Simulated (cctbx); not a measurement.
# Symmetry from intensities

Cell: a = 7.4370 Å, b = 7.4370 Å, c = 3.5740 Å, α = 90.00°, β = 90.00°, γ = 90.00°. Expected content of the cell: Dy4 Pd4 Al2.

Simulated single-crystal data (cctbx): Mo Kα, λ = 0.71073 Å, to d = 0.65 Å, 80 % of the full sphere, strongest reflection 40000 counts, noise from counting, a 2 % proportional error and a noise floor of 8 counts (s.d.); no absorption.

Tests on the unmerged data give:

```text
2461 reflections to d = 0.651 A
centring   violations  <I/sigma> of those
    A       1021 of  1229     22.6
    B       1038 of  1249     22.5
    C        951 of  1248     21.8
    I        974 of  1217     21.3
    R       1355 of  1629     22.6
    F       1505 of  1863     22.3
Laue class    unique    Rint  (classes that these axes allow; Friedel mates merged)
P -1             1466   0.015
P 1 2/m 1         814   0.018
P 1 1 2/m         861   0.018
P 2/m 1 1         812   0.018
P m m m           489   0.019
P 4/m             437   0.020
P 4/m m m         265   0.021
space group    extra absences  I>4sigma  <I/sigma>
P 4 2 2                 0          0         -  acentric
P 4 21 2               18          0      -0.2  acentric
P 4 m m                 0          0         -  acentric
P 4 b m               160          0      -0.2  acentric
P -4 2 m                0          0         -  acentric
P -4 21 m              18          0      -0.2  acentric
P -4 m 2                0          0         -  acentric
P -4 b 2              160          0      -0.2  acentric
P 4/m m m               0          0         -  centric
P 4/m b m             160          0      -0.2  centric
Wilson B = 0.68 A^2   <|E^2-1|> = 0.754 (0.968 centric, 0.736 acentric)   E^2>4: 0.8 %
shell (A)         n   <I/sigma>
 7.44 - 1.30     42     59.6
 1.30 - 1.03     35     69.4
 1.03 - 0.90     30     64.0
 0.90 - 0.82     34     71.6
 0.82 - 0.76     31     61.6
 0.76 - 0.72     30     58.6
 0.72 - 0.68     29     54.9
 0.68 - 0.65     34     60.1
```

Q: Read the symmetry from these tables.

Every centring test has many violations, so the lattice is primitive.

Rint stays low (0.015 to 0.021) up to P 4/m m m, the highest class in these axes.

10 settings pass the absence test. The most absences obeyed, 160, belong to P 4 b m, P -4 b 2 and P 4/m b m, which absences can't tell apart.

⟨|E²−1|⟩ = 0.754 leans to a non-centrosymmetric structure. Here that hint misleads: the statistic assumes many like atoms on general positions, and few, heavy or special-position atoms break it. The Wilson B of 0.68 Å² means U ≈ 0.0086 Å².

The true group is P4/mbm (no. 127), Laue class 4/mmm, centrosymmetric. The tables only narrow the choice to the tied entries; cell content, site symmetry and trial solutions must settle it.

This is a model crystal, built by substitution and not relaxed, with assumed displacement parameters.

[Logs are printed without paths, hosts, clocks, repeated set-up lines and the standing remarks that a program may print on its own settings, such as how far it seeks lower states.]
